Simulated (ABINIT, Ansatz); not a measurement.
# Li3Si (Pm-3m): zone-centre phonons, part 4 of 4

Which modes does Li3Si (Pm-3m) have at the zone centre?

ABINIT 10.8.3; DFT PBEsol, scalar-relativistic, plane waves, PseudoDojo norm-conserving pseudopotentials.

So far. Step 4 (Zone-centre response): The acoustic modes at Γ come out as far as 3.5 cm⁻¹ from zero, where they should vanish, a small numerical error. Step 5 (Modes with the sum rule): The rule moves no optical mode by more than 0.1 cm⁻¹. The relaxed cell has a = 3.923 Å (conventional setting).

The structure was built from a prototype and need not be the compound's stable phase.

### 6. Sum rules set otherwise (asr 0)

Without the rule the raw error of the acoustic modes shows.

anaddb.abi

```
ddb_filepath "gamma_DDB"
output_file "anaddb.abo"
outdata_prefix "anaddb"
asr 0
chneut 0
enunit 2
eivec 1
nph1l 1
qph1l 0.0 0.0 0.0 1.0
```

mrgddb.in

```
gamma_DDB
merged
2
dfpt_gammao_DDB
gso_DDB
```

Launch:

```bash
mrgddb < mrgddb.in > mrgddb.log
OMP_NUM_THREADS=1 anaddb anaddb.abi > anaddb.log
```

Numbers of over 12 decimals in the logs are rounded to 6 here.

anaddb.abo, the main output file:

```text
-outvars_anaddb: echo values of input variables ----------------------

 Miscellaneous information :
      enunit         2
       eivec         1
      chneut         0
 First list of wavevector (reduced coord.) :
       nph1l         1
       qph1l
                     0.00000000E+00  0.00000000E+00  0.00000000E+00    1.000E+00

================================================================================

 read the DDB information and perform some checks

  ==== Info on the Cryst% object ====
 Real(R)+Recip(G) space primitive vectors, cartesian coordinates (Bohr,Bohr^-1):
 R(1)=  7.4139557  0.0000000  0.0000000  G(1)=  0.1348808  0.0000000  0.0000000
 R(2)=  0.0000000  7.4139557  0.0000000  G(2)=  0.0000000  0.1348808  0.0000000
 R(3)=  0.0000000  0.0000000  7.4139557  G(3)=  0.0000000  0.0000000  0.1348808
 Unit cell volume ucvol=  4.0752096E+02 bohr^3
 Angles (23,13,12)=  9.00000000E+01  9.00000000E+01  9.00000000E+01 degrees
 Time-reversal symmetry is present
 Reduced atomic positions [iatom, xred, symbol]:
    1)    0.0000000  0.0000000  0.0000000  Si
    2)    0.0000000  0.5000000  0.5000000  Li
    3)    0.5000000  0.0000000  0.5000000  Li
    4)    0.5000000  0.5000000  0.0000000  Li

 DDB file with 3 blocks has been read.

================================================================================

 Treat the first list of vectors

  Phonon wavevector (reduced coordinates) :  0.00000  0.00000  0.00000
 Phonon energies in Hartree :
  -1.600369E-05 -1.600369E-05 -1.600369E-05  1.180032E-03  1.180032E-03
   1.180032E-03  1.466479E-03  1.466479E-03  1.466479E-03  1.981613E-03
   1.981613E-03  1.981613E-03
 Phonon energies in meV     :
- -4.354826E-01 -4.354826E-01 -4.354826E-01  3.211030E+01  3.211030E+01
-  3.211030E+01  3.990492E+01  3.990492E+01  3.990492E+01  5.392242E+01
-  5.392242E+01  5.392242E+01
 Phonon frequencies in cm-1    :
- -3.512404E+00 -3.512404E+00 -3.512404E+00  2.589871E+02  2.589871E+02
-  2.589871E+02  3.218549E+02  3.218549E+02  3.218549E+02  4.349137E+02
-  4.349137E+02  4.349137E+02
 Phonon frequencies in Thz     :
- -1.052992E-01 -1.052992E-01 -1.052992E-01  7.764237E+00  7.764237E+00
-  7.764237E+00  9.648968E+00  9.648968E+00  9.648968E+00  1.303838E+01
-  1.303838E+01  1.303838E+01
 Phonon energies in Kelvin  :
- -5.053565E+00 -5.053565E+00 -5.053565E+00  3.726246E+02  3.726246E+02
-  3.726246E+02  4.630774E+02  4.630774E+02  4.630774E+02  6.257438E+02
-  6.257438E+02  6.257438E+02

 Eigendisplacements
 (will be given, for each mode : in cartesian coordinates
   for each atom the real part of the displacement vector,
   then the imaginary part of the displacement vector - absolute values smaller than 1.0d-7 are set to zero)
  Mode number    1   Energy   -1.600369E-05
 Attention : low frequency mode.
   (Could be unstable or acoustic mode)
-  1  0.00000000E+00  0.00000000E+00 -3.34848118E-03
-     0.00000000E+00  0.00000000E+00  0.00000000E+00
-  2  0.00000000E+00  0.00000000E+00 -3.34983696E-03
-     0.00000000E+00  0.00000000E+00  0.00000000E+00
-  3  0.00000000E+00  0.00000000E+00 -3.34983696E-03
-     0.00000000E+00  0.00000000E+00  0.00000000E+00
-  4  0.00000000E+00  0.00000000E+00 -3.35011111E-03
-     0.00000000E+00  0.00000000E+00  0.00000000E+00
  Mode number    2   Energy   -1.600369E-05
 Attention : low frequency mode.
   (Could be unstable or acoustic mode)
-  1  0.00000000E+00  3.34848118E-03  0.00000000E+00
-     0.00000000E+00  0.00000000E+00  0.00000000E+00
-  2  0.00000000E+00  3.34983696E-03  0.00000000E+00
-     0.00000000E+00  0.00000000E+00  0.00000000E+00
-  3  0.00000000E+00  3.35011111E-03  0.00000000E+00
-     0.00000000E+00  0.00000000E+00  0.00000000E+00
-  4  0.00000000E+00  3.34983696E-03  0.00000000E+00
-     0.00000000E+00  0.00000000E+00  0.00000000E+00
  Mode number    3   Energy   -1.600369E-05
 Attention : low frequency mode.
   (Could be unstable or acoustic mode)
-  1  3.34848118E-03  0.00000000E+00  0.00000000E+00
-     0.00000000E+00  0.00000000E+00  0.00000000E+00
-  2  3.35011111E-03  0.00000000E+00  0.00000000E+00
-     0.00000000E+00  0.00000000E+00  0.00000000E+00
-  3  3.34983696E-03  0.00000000E+00  0.00000000E+00
-     0.00000000E+00  0.00000000E+00  0.00000000E+00
-  4  3.34983696E-03  0.00000000E+00  0.00000000E+00
-     0.00000000E+00  0.00000000E+00  0.00000000E+00
  Mode number    4   Energy    1.180032E-03
-  1  0.00000000E+00  0.00000000E+00  2.85093807E-03
-     0.00000000E+00  0.00000000E+00  0.00000000E+00
-  2  0.00000000E+00  0.00000000E+00 -3.29167270E-03
-     0.00000000E+00  0.00000000E+00  0.00000000E+00
-  3  0.00000000E+00  0.00000000E+00 -3.29167270E-03
-     0.00000000E+00  0.00000000E+00  0.00000000E+00
-  4  0.00000000E+00  0.00000000E+00 -4.94738563E-03
-     0.00000000E+00  0.00000000E+00  0.00000000E+00
  Mode number    5   Energy    1.180032E-03
-  1  0.00000000E+00 -2.85093807E-03  0.00000000E+00
-     0.00000000E+00  0.00000000E+00  0.00000000E+00
-  2 -1.48134451E-07  3.29167270E-03  0.00000000E+00
-     0.00000000E+00  0.00000000E+00  0.00000000E+00
-  3  0.00000000E+00  4.94738563E-03  0.00000000E+00
-     0.00000000E+00  0.00000000E+00  0.00000000E+00
-  4  0.00000000E+00  3.29167270E-03  0.00000000E+00
-     0.00000000E+00  0.00000000E+00  0.00000000E+00
  Mode number    6   Energy    1.180032E-03
-  1  2.85093807E-03  0.00000000E+00  0.00000000E+00
-     0.00000000E+00  0.00000000E+00  0.00000000E+00
-  2 -4.94738563E-03  0.00000000E+00  0.00000000E+00
-     0.00000000E+00  0.00000000E+00  0.00000000E+00
-  3 -3.29167270E-03 -1.48134418E-07  0.00000000E+00
-     0.00000000E+00  0.00000000E+00  0.00000000E+00
-  4 -3.29167270E-03  0.00000000E+00  0.00000000E+00
-     0.00000000E+00  0.00000000E+00  0.00000000E+00
  Mode number    7   Energy    1.466479E-03
-  1  0.00000000E+00  0.00000000E+00  0.00000000E+00
-     0.00000000E+00  0.00000000E+00  0.00000000E+00
-  2  0.00000000E+00  2.26305066E-07 -6.28628300E-03
-     0.00000000E+00  0.00000000E+00  0.00000000E+00
-  3  1.17478144E-07  0.00000000E+00  6.28628300E-03
-     0.00000000E+00  0.00000000E+00  0.00000000E+00
-  4 -1.17478144E-07 -2.26305066E-07  0.00000000E+00
-     0.00000000E+00  0.00000000E+00  0.00000000E+00
  Mode number    8   Energy    1.466479E-03
-  1  0.00000000E+00  0.00000000E+00  0.00000000E+00
-     0.00000000E+00  0.00000000E+00  0.00000000E+00
-  2  0.00000000E+00  6.28628300E-03  2.26307557E-07
-     0.00000000E+00  0.00000000E+00  0.00000000E+00
-  3  1.33243008E-07  0.00000000E+00 -2.26307557E-07
-     0.00000000E+00  0.00000000E+00  0.00000000E+00
-  4 -1.33243008E-07 -6.28628300E-03  0.00000000E+00
-     0.00000000E+00  0.00000000E+00  0.00000000E+00
  Mode number    9   Energy    1.466479E-03
-  1  0.00000000E+00  0.00000000E+00  0.00000000E+00
-     0.00000000E+00  0.00000000E+00  0.00000000E+00
-  2  0.00000000E+00  1.33247237E-07 -1.17473347E-07
-     0.00000000E+00  0.00000000E+00  0.00000000E+00
-  3 -6.28628301E-03  0.00000000E+00  1.17473347E-07
-     0.00000000E+00  0.00000000E+00  0.00000000E+00
-  4  6.28628301E-03 -1.33247237E-07  0.00000000E+00
-     0.00000000E+00  0.00000000E+00  0.00000000E+00
  Mode number   10   Energy    1.981613E-03
-  1  0.00000000E+00  0.00000000E+00  4.38544893E-04
-     0.00000000E+00  0.00000000E+00  0.00000000E+00
-  2  0.00000000E+00  0.00000000E+00 -4.17861666E-03
-     0.00000000E+00  0.00000000E+00  0.00000000E+00
-  3  0.00000000E+00  0.00000000E+00 -4.17861666E-03
-     0.00000000E+00  0.00000000E+00  0.00000000E+00
-  4  0.00000000E+00  0.00000000E+00  6.58292025E-03
-     0.00000000E+00  0.00000000E+00  0.00000000E+00
  Mode number   11   Energy    1.981613E-03
-  1  0.00000000E+00 -4.38544891E-04  0.00000000E+00
-     0.00000000E+00  0.00000000E+00  0.00000000E+00
-  2  5.57207016E-07  4.17861665E-03  0.00000000E+00
-     0.00000000E+00  0.00000000E+00  0.00000000E+00
-  3 -3.53696298E-07 -6.58292023E-03  0.00000000E+00
-     0.00000000E+00  0.00000000E+00  0.00000000E+00
-  4 -3.53696298E-07  4.17861665E-03  0.00000000E+00
-     0.00000000E+00  0.00000000E+00  0.00000000E+00
  Mode number   12   Energy    1.981613E-03
-  1  4.38544891E-04  0.00000000E+00  0.00000000E+00
-     0.00000000E+00  0.00000000E+00  0.00000000E+00
-  2  6.58292023E-03 -3.53696298E-07  0.00000000E+00
-     0.00000000E+00  0.00000000E+00  0.00000000E+00
-  3 -4.17861665E-03  5.57207016E-07  0.00000000E+00
-     0.00000000E+00  0.00000000E+00  0.00000000E+00
-  4 -4.17861665E-03 -3.53696298E-07  0.00000000E+00
-     0.00000000E+00  0.00000000E+00  0.00000000E+00

 Analysis of degeneracies and characters (maximum tolerance=1.00E-06 a.u.)
 For each vibration mode, or group of modes if degenerate,
 the characters are given for each symmetry operation (see the list in the log file).
 Symmetry characters of vibration mode #   1
       degenerate with vibration modes #   2 to    3
  3.0 -3.0 -1.0  1.0 -1.0  1.0 -1.0  1.0  1.0 -1.0 -1.0  1.0  1.0 -1.0 -1.0  1.0
  0.0 -0.0  0.0 -0.0 -0.0  0.0 -0.0  0.0  1.0 -1.0 -1.0  1.0 -1.0  1.0  1.0 -1.0
  0.0 -0.0 -0.0  0.0 -0.0  0.0  0.0 -0.0  1.0 -1.0  1.0 -1.0 -1.0  1.0 -1.0  1.0
 Symmetry characters of vibration mode #   4
       degenerate with vibration modes #   5 to    6
  3.0 -3.0 -1.0  1.0 -1.0  1.0 -1.0  1.0  1.0 -1.0 -1.0  1.0  1.0 -1.0 -1.0  1.0
 -0.0  0.0  0.0 -0.0  0.0 -0.0 -0.0  0.0  1.0 -1.0 -1.0  1.0 -1.0  1.0  1.0 -1.0
 -0.0  0.0  0.0 -0.0 -0.0  0.0  0.0 -0.0  1.0 -1.0  1.0 -1.0 -1.0  1.0 -1.0  1.0
 Symmetry characters of vibration mode #   7
       degenerate with vibration modes #   8 to    9
  3.0 -3.0 -1.0  1.0 -1.0  1.0 -1.0  1.0 -1.0  1.0  1.0 -1.0 -1.0  1.0  1.0 -1.0
  0.0 -0.0 -0.0  0.0 -0.0  0.0 -0.0  0.0 -1.0  1.0  1.0 -1.0  1.0 -1.0 -1.0  1.0
  0.0 -0.0 -0.0  0.0 -0.0  0.0 -0.0  0.0 -1.0  1.0 -1.0  1.0  1.0 -1.0  1.0 -1.0
 Symmetry characters of vibration mode #  10
       degenerate with vibration modes #  11 to   12
  3.0 -3.0 -1.0  1.0 -1.0  1.0 -1.0  1.0  1.0 -1.0 -1.0  1.0  1.0 -1.0 -1.0  1.0
 -0.0  0.0 -0.0  0.0  0.0 -0.0  0.0 -0.0  1.0 -1.0 -1.0  1.0 -1.0  1.0  1.0 -1.0
 -0.0  0.0  0.0 -0.0  0.0 -0.0 -0.0  0.0  1.0 -1.0  1.0 -1.0 -1.0  1.0 -1.0  1.0
-
```

It took 0.76 s on 1 thread of Intel Xeon at 2.70GHz, shared host.

Zone-centre frequencies as printed; negative means imaginary. Modes:

```csv
mode,frequency (cm⁻¹)
1,-3.51
2,-3.51
3,-3.51
4,259
5,259
6,259
7,321.9
8,321.9
9,321.9
10,434.9
11,434.9
12,434.9
```

### 7. Cross-check with Ansatz

A second program on the same cell, potentials, cutoff and meshes tests the implementation of the phonon response, not its convergence.

This step: DFT PBEsol, scalar-relativistic, plane waves, PseudoDojo norm-conserving pseudopotentials (Ansatz 0.2.0).

input.yaml

```yaml
crystal:
  lattice:
    - [3.9232963825, 0.0, 0.0]
    - [0.0, 3.9232963825, 0.0]
    - [0.0, 0.0, 3.9232963825]
  atoms:
    - { symbol: Si, position: [0.0, 0.0, 0.0] }
    - { symbol: Li, position: [0.0, 0.5, 0.5] }
    - { symbol: Li, position: [0.5, 0.0, 0.5] }
    - { symbol: Li, position: [0.5, 0.5, 0.0] }
kpoints:
  mp_grid: { grid: [8, 8, 8] }
hamiltonian:
  xc: pbesol
  pseudopotentials: { kind: nc, accuracy: standard }
scf:
  occupations: { method: fermi_dirac, width: 0.27211 }
output:
  eigenvalues: true
basis:
  ecutwfc: 897.976
phonons:
  method: dfpt
```

Launch:

```bash
ansatz run input.yaml --threads 4 --pin off --max-ram 8192MiB --backend cpu --events-out ev --progress --plain --runs-dir out
```

The program printed:

```text
Warning: basis.ecutwfc = 897.976 eV is below the records' recommended 1006.821291 eV, and the density's cutoff is lower with it unless basis.ecutrho_ratio is high enough to keep the records' density cutoff: compare with a run at a higher cutoff
band count auto-derived: 12 (N_el = 13.0; filled up to band 7; 11 by the electrons, moments and atoms)
zone centre: on kpoints.mp_grid the ground state, and the responses unless they are solved on pairs of k-points, stand on 125 of the mesh's 512 k-points, reduced under 8 symmetry operations, with k and −k counted as one. Each operation leaves every solved displacement unchanged or reverses it
Engine: ansatz 0.2.0, x86_64-unknown-linux-gnu
Pseudopotentials: kind: nc
Pseudopotential: Si, nc, valence charge 4, recommended cutoff 489.804952 eV (normal), Si.nc.azcp (PseudoDojo's, or run here from an input of PseudoDojo's; its table is named by hamiltonian.pseudopotentials.accuracy)
Pseudopotential: Li, nc, valence charge 3, recommended cutoff 1006.821291 eV (normal), Li.nc.azcp (PseudoDojo's, or run here from an input of PseudoDojo's; its table is named by hamiltonian.pseudopotentials.accuracy)
Functional definition: PBEsol
  exchange = pbesol_x
  correlation = pbesol_c
Crystal: 4 atoms, lattice volume = 60.388 Å³
Basis set: ecut = 897.976 eV, 3743 PW (Γ), exchange–correlation on 80×80×80 points (8 copies of the dense FFT grid, shifted against one another)
Bands: 12, of which v1, the nominal top of the filled ones, is band 7 counted from 1 (6 counted from 0)
Symmetry: 48 space group operations
k-points: 125 of 512 (irreducible under 8 space group operations)
Non-local potential: Si, projectors of the file, l = 0: 2, l = 1: 2, l = 2: 2
Non-local potential: Li, projectors of the file, l = 0: 2, l = 1: 2
Initial density: superposition of atomic densities (chi_scale 0.1, normalization cell, long waves kept (reshape's long-wave potential 0.00 eV rms))
Initial wavefunctions: pseudopotential atomic-orbital guess
Functional: x = pbesol(κ = 0.804, μ = 0.123457), c = pbesol(β = 0.046)
SCF iter   1: F=—  HF=-699.812333 eV  |F-HF|=—  |Δ(HF+E_count)|=         —  Δρ=1.57e-2  dr2=2.29e-1  ethr=3.10e-3  ⟨swp⟩=4.5  Hψ=8998  notcnv=0
preconditioner: auto → none  [metal: Δε(μ)=0.090 eV  Ē_g=7.455 eV  σ=0.272 eV  W_gap=0.08  n_scr=6 (ndim 8)  ℏωp=12.6 eV  f_vac=0.000  D(μ)=1.69/eV (n_scr^D=6)  sad-step TF]
SCF iter   2: F=—  HF=-699.756488 eV  |F-HF|=—  |Δ(HF+E_count)|=   5.58e-2  Δρ=8.33e-3  dr2=5.93e-2  ethr=1.76e-3  ⟨swp⟩=1.0  Hψ=2500  notcnv=0
SCF iter   3: F=—  HF=-699.735619 eV  |F-HF|=—  |Δ(HF+E_count)|=   2.09e-2  Δρ=9.85e-4  dr2=1.56e-3  ethr=4.56e-4  ⟨swp⟩=2.3  Hψ=1853  notcnv=0
SCF iter   4: F=—  HF=-699.735195 eV  |F-HF|=—  |Δ(HF+E_count)|=   4.24e-4  Δρ=3.09e-4  dr2=3.96e-5  ethr=1.20e-5  ⟨swp⟩=2.1  Hψ=1914  notcnv=0
SCF iter   5: F=—  HF=-699.735187 eV  |F-HF|=—  |Δ(HF+E_count)|=   7.82e-6  Δρ=1.88e-5  dr2=1.70e-7  ethr=3.04e-7  ⟨swp⟩=2.1  Hψ=1826  notcnv=0
SCF iter   6: F=—  HF=-699.735186 eV  |F-HF|=—  |Δ(HF+E_count)|=   1.28e-6  Δρ=2.92e-6  dr2=1.73e-9  ethr=1.30e-9  ⟨swp⟩=2.2  Hψ=2090  notcnv=0
SCF iter   7: F=-699.735186 eV  HF=-699.735186 eV  |F-HF|=4.55e-12  |Δ(HF+E_count)|=  3.80e-10  Δρ=1.80e-7  dr2=7.47e-12  ethr=1.00e-12  ⟨swp⟩=5.4  Hψ=8306  notcnv=0
SCF 1 converged in 7 iterations: F = -699.735186 eV  dr2 = 7.47e-12
DFPT response loops at Γ: preconditioner auto → Kerker (q_TF=auto, 2.112 Å⁻¹) (partly filled bands, converged f_vac=0.000); β = 1.00, the filter's whole step (`scf.mixing.beta` (0.50) is not read by the response loops under this deck's `scf.mixing.preconditioner`; to damp them name `kerker` or `kerker_dos`, under which they read `scf.mixing.beta`, and type it under 1.00, their step now; both keys bind the ground state too); Broyden in place of MSR1
SCF converged after 7 iterations
Free energy (F): -699.735186 eV
Harris-Foulkes:  -699.735186 eV  (|F-HF|=4.55e-12)
Internal energy: -699.331671 eV  (E = F + TS)
E sigma→0 (E₀):  -699.533429 eV
Entropy (-TS):   -0.403514 eV (-100.879 meV/atom)
Fermi energy:    3.515619 eV
--- Per-component energies (eV) ---
  E_band       = -247.230582
  E_kinetic    = 465.996307
  E_local      = -414.281484  (includes V_loc(G=0)·N_el)
  E_nonlocal   = -352.495333
  E_hartree    = 135.042737
  E_xc         = -175.003555
  E_vxc        = -216.535534  (∫ρ·V_xc dr)
  E_ewald      = -358.590343
  E_smearing   = -0.403514  (= −TS)
  E_closure    = -0.000000  (closes the sum)
  Σ components = -699.735186   (vs F -699.735186, Δ=0.00e0)
--- Band table (eV; the first three rows and the last of 125) ---
  k-point 0: bands = [... 3 lower, -4.5230, 3.2415, 3.2415, 3.2415, 5.6088, 7.9357, 7.9357, 11.3680, ... 1 higher]
  k-point 1: bands = [... 3 lower, -4.4434, 2.5015, 3.3648, 3.3648, 6.0048, 7.8450, 8.6790, 10.5140, ... 1 higher]
  k-point 2: bands = [... 3 lower, -4.2281, 1.3208, 3.7175, 3.7175, 6.4758, 7.6436, 8.9751, 8.9751, ... 1 higher]
  k-point 124: bands = [... 3 lower, -1.9454, 1.2371, 1.2371, 1.2371, 3.5007, 6.7816, 6.7816, 6.7816, ... 1 higher]
--- Phonons (Γ-DFPT): 3 representative perturbations + reference, on 125 of 512 k-points (Σ response iterations 9) ---
  k mesh reduced under 8 symmetry operations, with k and −k counted as one. Each operation leaves every solved displacement unchanged or reverses it
  ASR residual: 7.277e-5 → 0.000e0 eV/Å²; symmetrization residual: 1.693e-6 eV/Å²
  ASR residual per site (eV/Å²): 7.28e-5 2.03e-5 2.03e-5 2.03e-5
  Γ frequencies (cm⁻¹): 0.00 0.00 0.00 259.04 259.04 259.04 321.94 321.94 321.94 435.01 435.01 435.01
  non-analytic LO–TO correction: not included (Born effective charges unavailable; polar crystals: no LO–TO splitting at Γ)
```

Run time: 20 s. Hardware: 4 threads; peak memory 1.1 GiB.

This step gave:

```yaml
sum_rule_residual_before_enforcement: 7.28e-5 eV/Å²
highest_optical_zone_centre_mode_no_lo_to_term: 435.0 cm⁻¹
```

### 8. Side by side: ABINIT PseudoDojo and Ansatz, PseudoDojo

Numbers from this step:

| Quantity | Value |
| --- | --- |
| root-mean-square difference | 0.04 cm⁻¹ |
| largest difference | 0.06 cm⁻¹ |

Frequencies side by side, by row:

```csv
q (reciprocal lattice),mode,ABINIT PseudoDojo (cm⁻¹),"Ansatz, PseudoDojo (cm⁻¹)"
0 0 0,1,0,0
0 0 0,2,0,0
0 0 0,3,0,0
0 0 0,4,259,259
0 0 0,5,259,259
0 0 0,6,259,259
0 0 0,7,321.9,321.9
0 0 0,8,321.9,321.9
0 0 0,9,321.9,321.9
0 0 0,10,434.9,435
0 0 0,11,434.9,435
0 0 0,12,434.9,435
```

At the zone centre the largest difference (acoustic modes at Γ apart) is 0.01 % of the highest mode.

### 9. What came out

| Property | Result |
| --- | --- |
| space group after relaxation | Pm-3m |
| volume per atom | 15.1 Å³ |
| highest optical zone-centre mode (no LO-TO term) | 434.9 cm⁻¹ |
| lowest optical zone-centre mode | 259.0 cm⁻¹ |
| imaginary optical modes at the zone centre (no q mesh in this session) | none |
| largest difference from Ansatz, PseudoDojo | 0.06 cm⁻¹ |

At the PBEsol level the optical modes of Li3Si (Pm-3m) at the zone centre run from 259 to 435 cm⁻¹. The base run prints -0.33 GPa, mostly the error of a finite basis; the relaxation, with a smoothed and higher cutoff, had brought the cell to rest. ABINIT PseudoDojo and Ansatz, PseudoDojo agree to 0.06 cm⁻¹ (0.01 % of the highest mode compared) on all solved modes but the acoustic ones at Γ, without the LO-TO term. These are harmonic frequencies: anharmonic shifts and widths and the lattice's thermal expansion are left out. The Fermi-Dirac smearing of 0.01 Ha is an electronic temperature of 3158 K, which adds a pressure of its own and can shift the volume and soft modes. In a metal the frequencies hang on the k mesh and the smearing, most of all near Kohn anomalies. The runs are without spin polarisation, although the cell has an odd electron count or an open d or f shell, so a magnetic state was not tested. Ansatz warns that the cutoff lies 11 % under the one recommended for these files; agreement at one cutoff is not convergence. The structure is a hypothetical one, built on a prototype.

[Host names and launcher messages were left out of these logs when they were recorded.]

[Logs are printed without paths, hosts, clocks, repeated set-up lines and the standing remarks that a program may print on its own settings, such as how far it seeks lower states.]

[Hosts, paths, dates, database ids (printed as entryN), source tags and the programs' standing remarks are cut or masked in the printed files.]
